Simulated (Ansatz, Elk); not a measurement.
**Cu2Rh2Au: X-ray structure factors from the self-consistent density**

Structure refinements treat a crystal as free atoms side by side. For a made-up structure of Cu2Rh2Au (cell and positions from a PBE relaxation) the runs below show what the calculated density changes in F(hkl).

Program: Elk 11.2.3 (patched build). Level of theory: DFT, PBE, all-electron APW+lo, Dirac cores, scalar-relativistic bands, static density, ferromagnetic start. Results are calculated unless marked as measured.

This account leaves out most program logs.

The structure was built from a prototype and need not be the compound's stable phase.

## Step 1: Starting point

Symmetry: P-3m1, No. 164, trigonal system. Conventional cell: a = 4.178 Å, b = 4.178 Å, c = 5.101 Å, α = 90.00°, β = 90.00°, γ = 120.00°. Nearest to Au lie 6 Cu at 2.53 Å. Nearest to Rh lie 5 Cu at 2.46 to 2.67 Å and 3 Rh at 2.75 Å. Nearest to Cu lie 5 Rh at 2.46 to 2.67 Å and 3 Au at 2.53 Å. Farther neighbours are not listed.

Structure file:

```cif
data_structure
_symmetry_space_group_name_H-M 'P-3m1'
_symmetry_Int_Tables_number 164
_cell_length_a 4.1777
_cell_length_b 4.1777
_cell_length_c 5.1009
_cell_angle_alpha 90.000
_cell_angle_beta 90.000
_cell_angle_gamma 120.000
_cell_volume 77.10
loop_
_atom_site_label
_atom_site_type_symbol
_atom_site_symmetry_multiplicity
_atom_site_Wyckoff_symbol
_atom_site_fract_x
_atom_site_fract_y
_atom_site_fract_z
_atom_site_occupancy
Au1 Au 1 a 0.00000 0.00000 0.00000 1
Rh1 Rh 2 d 0.33333 0.66667 0.62985 1
Cu1 Cu 2 d 0.33333 0.66667 0.14688 1
```

## Step 2: Ground state and structure factors

An all-electron density is needed, since X-rays see the cores too. Task 0 finds the density and task 195 Fourier-transforms it; tshift is off so that phases refer to the origin typed.

elk.in

```
tasks
  0
  195
  196

xctype
  20

spinpol
  .true.

rgkmax
  7.0

gmaxvr
  14.0

lmaxo
  7

lmaxapw
  8

swidth
  0.002

tshift
  .false.

ramdisk
  .false.

hmaxvr
  5.5

maxscl
  120

epspot
  1e-06

reducebf
  0.8

sppath
  './'

avec
  7.89469507372 0.00000000000 0.00000000000
  -3.94734753686 6.83700648897 0.00000000000
  0.00000000000 0.00000000000 9.63926842590

atoms
  3
  'Au.in'
  1
  -0.0000000000 0.0000000000 -0.0000000000   0.000000 0.000000 0.000000
  'Rh.in'
  2
  0.3333333333 0.6666666667 0.6298510184   0.000000 0.000000 -0.045000
  0.6666666667 0.3333333333 0.3701489816   0.000000 0.000000 -0.045000
  'Cu.in'
  2
  0.3333333333 0.6666666667 0.1468766815   0.000000 0.000000 0.000000
  0.6666666667 0.3333333333 0.8531233185   0.000000 0.000000 0.000000

ngridk
  5 5 4
```

Started as:

```console
$ OMP_NUM_THREADS=4 elk
```

Wall time 5.5 min (4 threads of Intel Xeon Platinum 8488C (Sapphire Rapids), shared host); peak memory 0.71 GiB.

SFACRHO.OUT:

```text

h k l indices transformed by vhmat matrix:
   1.000000000       0.000000000       0.000000000    
   0.000000000       1.000000000       0.000000000    
   0.000000000       0.000000000       1.000000000    

      h      k      l  multipl.   |H|            Re(F)            Im(F)           |F|

      0      0      0      1   0.0000000       227.00000      0.11868390E-15   227.00000    
      0      0     -1      2  0.65183218       50.318942      -0.0000000       50.318942    
      0      1      0      6  0.91899654       6.8480402      0.14440947E-13   6.8480402    
     -1      1      1      6   1.1266942       94.572459      -0.0000000       94.572459    
     -1      1     -1      6   1.1266942       66.828752      -0.0000000       66.828752    
      0      0     -2      2   1.3036644       50.306829      -0.0000000       50.306829    
      1     -2      0      6   1.5917487       174.67210      0.65500094E-16   174.67210    
      0      1     -2      6   1.5950221      -22.552147      0.23466538E-13   22.552147    
      0      1      2      6   1.5950221       166.07773     -0.36102367E-13   166.07773    
     -1      2      1     12   1.7200433       42.989938      -0.0000000       42.989938    
      2      0      0      6   1.8379931       8.9811935      0.25271657E-13   8.9811935    
      2     -2     -1      6   1.9501548       57.256722      -0.0000000       57.256722    
      2      0     -1      6   1.9501548       80.605054     -0.85743121E-14   80.605054    
      0      0      3      2   1.9554965       70.285226      -0.0000000       70.285226    
      1      1     -2     12   2.0574753       44.452068      0.72204734E-14   44.452068    
     -1      0     -3      6   2.1606761       73.110316      0.36102367E-14   73.110316    
      0     -1     -3      6   2.1606761       31.537428      0.90255917E-14   31.537428    
      0     -2      2      6   2.2533884       143.78587      0.38810044E-13   143.78587
```

Elk indexes on the primitive cell of elk.in and gives |H| = 4π sin θ/λ in inverse bohr. Below, one row stands for each form hkl of the conventional cell (m members, Friedel mates merged), F is for one primitive cell and the density is static (no thermal factor). Free-atom factors are Waasmaier and Kirfel's, and R is Σm||F|−|F'||/Σm|F|.

```csv
hkl,m,sin θ/λ (Å⁻¹),"abs F, DFT",neutral atoms,diff.
001,2,0.098,50.319,50.606,-0.288
100,6,0.138,6.848,6.839,+0.009
101,6,0.169,94.573,94.586,-0.013
011,6,0.169,66.829,67.132,-0.303
002,2,0.196,50.307,50.304,+0.003
110,6,0.239,174.672,175.938,-1.266
102,6,0.240,22.552,23.182,-0.630
012,6,0.240,166.078,167.340,-1.262
111,12,0.259,42.990,43.405,-0.415
200,6,0.276,8.981,8.588,+0.393
201,6,0.293,57.257,57.684,-0.428
021,6,0.293,80.605,80.361,+0.245
003,2,0.294,70.285,70.058,+0.228
112,12,0.309,44.452,44.439,+0.014
```

## Step 3: The magnetisation density

The same run holds the spin density, and task 196 transforms it. The order is that of the start, and no other was tried.

SFACMAG_1.OUT:

```text

h k l indices transformed by vhmat matrix:
   1.000000000       0.000000000       0.000000000    
   0.000000000       1.000000000       0.000000000    
   0.000000000       0.000000000       1.000000000    

      h      k      l  multipl.   |H|            Re(F)            Im(F)           |F|

      0      0      0      1   0.0000000       2.4623933      0.28745357E-17   2.4623933    
      0      0     -1      2  0.65183218     -0.97082538      0.19743482E-15  0.97082538    
      0      1      0      6  0.91899654     -0.86064540      0.11281990E-15  0.86064540    
     -1      1      1      6   1.1266942       1.0884949     -0.49358705E-16   1.0884949    
     -1      1     -1      6   1.1266942     -0.29914420      0.56409948E-16  0.29914420    
      0      0     -2      2   1.3036644     -0.18517538      -0.0000000      0.18517538    
      1     -2      0      6   1.5917487       1.1160646      0.89998184E-17   1.1160646    
      0      1     -2      6   1.5950221     -0.86065642      0.22563979E-15  0.86065642    
      0      1      2      6   1.5950221       1.0389856     -0.44775396E-15   1.0389856    
     -1      2      1     12   1.7200433     -0.33180295      0.28204974E-16  0.33180295    
      2      0      0      6   1.8379931     -0.45058323      0.22563979E-15  0.45058323    
      2     -2     -1      6   1.9501548      0.86327229E-02 -0.42307461E-16  0.86327229E-02
      2      0     -1      6   1.9501548      0.29628925     -0.13926206E-15  0.29628925    
      0      0      3      2   1.9554965      0.24900250      0.42307461E-16  0.24900250    
      1      1     -2     12   2.0574753     -0.50583413E-01 -0.56409948E-16  0.50583413E-01
     -1      0     -3      6   2.1606761      0.99073565E-01  0.98717409E-16  0.99073565E-01
```

The total moment is 2.46 μB a cell; sphere moments: Au1 +0.05, Rh2 +1.03, Rh3 +1.03, Cu4 +0.16, Cu5 +0.16 μB. Polarised neutrons measure spin and orbital magnetisation together; without spin-orbit coupling the run gives the spin part:

```csv
hkl,sin θ/λ (Å⁻¹),abs F_M (μB)
001,0.098,0.971
100,0.138,0.861
101,0.169,1.089
011,0.169,0.299
002,0.196,0.185
110,0.239,1.116
102,0.240,0.861
012,0.240,1.039
111,0.259,0.332
200,0.276,0.451
201,0.293,0.009
021,0.293,0.296
003,0.294,0.249
112,0.309,0.051
```

## Step 4: The highest occupied states alone

An energy window below the Fermi level keeps the highest occupied states, to see at which angles they scatter; shallow core shells can lie inside it and anion s states outside. No new self-consistency is needed.

Edit elk.in of step 2 so:

```diff
@@ -1,5 +1,3 @@
 tasks
-  0
   195
-  196
 
@@ -44,2 +42,5 @@
 
+wsfac
+  -0.099650 0.567850
+
 sppath
```

Started as:

```console
$ OMP_NUM_THREADS=4 elk
```

Run time: 9.1 s. Hardware: 4 threads; peak memory 0.34 GiB.

States within 10 eV below the Fermi level hold 51.00 electrons; any levels below the window count with the cores. Their amplitudes can exceed the total, where window and core parts have opposite phase:

```csv
hkl,sin θ/λ (Å⁻¹),"abs F, window","abs F, all"
001,0.098,10.419,50.319
100,0.138,7.162,6.848
101,0.169,1.284,94.573
011,0.169,8.644,66.829
002,0.196,0.087,50.307
110,0.239,19.081,174.672
102,0.240,9.260,22.552
012,0.240,18.115,166.078
111,0.259,6.021,42.990
200,0.276,4.811,8.981
```

## Step 5: Another functional

The difference from free atoms is small, so it is set against the change that LDA (Perdew-Wang) makes.

Edit elk.in of step 4 so:

```diff
@@ -1,6 +1,8 @@
 tasks
+  0
   195
+  196
 
 xctype
-  20
+  3
 
@@ -42,5 +44,2 @@
 
-wsfac
-  -0.099650 0.567850
-
 sppath
```

Started as:

```console
$ OMP_NUM_THREADS=4 elk
```

Run time: 2.3 min. Hardware: 4 threads; peak memory 0.52 GiB; 7.9 min of CPU time.

Against the first run R = 0.02 %; the largest change is -0.054 at 202. The moment goes from 2.46 to 2.33 μB.

## Step 6: A coarser k-mesh

About half the k-points along each axis test the sampling.

Edit elk.in of step 5 so:

```diff
@@ -6,3 +6,3 @@
 xctype
-  3
+  20
 
@@ -67,2 +67,2 @@
 ngridk
-  5 5 4
+  2 2 2
```

Started as:

```console
$ OMP_NUM_THREADS=4 elk
```

Wall time 2.1 min (4 threads); peak memory 0.71 GiB; 7.2 min of CPU time.

Against the first run R = 0.03 %; the largest change is +0.060 at 012. The moment goes from 2.46 to 2.24 μB.

## Step 7: Settings against the effect

```csv
run,R against the first run (%),"R against neutral atoms, low angle (%)",wall time
"PBE, rgkmax 7",0.00,0.68,5.5 min
LDA (Perdew-Wang),0.02,0.69,2.3 min
k-mesh 2×2×2,0.03,0.66,2.1 min
```

## Step 8: Summary of results

```json
{"R against neutral atoms, sin θ/λ < 0.3 Å⁻¹": "0.68 %", "R against neutral atoms, 0.3 to 0.79 Å⁻¹": "0.23 %"}
```

Independent neutral atoms miss the calculated amplitudes by R = 0.68 % below 0.3 Å⁻¹ and 0.23 % from there to 0.79 Å⁻¹; by shells, 0.44 % below 0.15 Å⁻¹ (2 forms), 0.68 % 0.15 to 0.3 (11 forms), 0.23 % 0.3 to 0.45 (19 forms), 0.23 % above 0.45 (117 forms). Bonding, aspherical density and the tables' own atoms all enter these figures, and the runs don't part them. The largest change of an amplitude is -1.27 electrons, at 110. The relaxation gave a moment of 2.15 μB against 2.46 μB here, so the moment isn't settled. The magnetic order is that of the start. No other order was tried here, and an antiferromagnetic one would change or move the magnetic intensity. The window's part falls from 51.0 electrons at the origin to at most 4.53 between 0.45 and 0.79 Å⁻¹, where compact states inside the window still scatter. Below 0.3 Å⁻¹ the changes that finished (LDA (Perdew-Wang) and k-mesh 2×2×2) move F by R = 0.02 % at most, against the 0.68 % that separates it from free atoms. The magnetic factors move by R = 8.4 % (LDA (Perdew-Wang)) and 19.8 % (k-mesh 2×2×2), so they aren't settled to better than that. The basis has no finished test. Spin-orbit coupling is left out, which can matter for elements this heavy. Part of the difference isn't bonding: the tables are fits to free atoms and ions calculated by other methods than this functional. Thermal motion, anomalous dispersion and extinction are left out.

[Logs are printed without paths, hosts, clocks, repeated set-up lines and the standing remarks that a program may print on its own settings, such as how far it seeks lower states.]

[Hosts, paths, dates, database ids (printed as entryN), source tags and the programs' standing remarks are cut or masked in the printed files.]
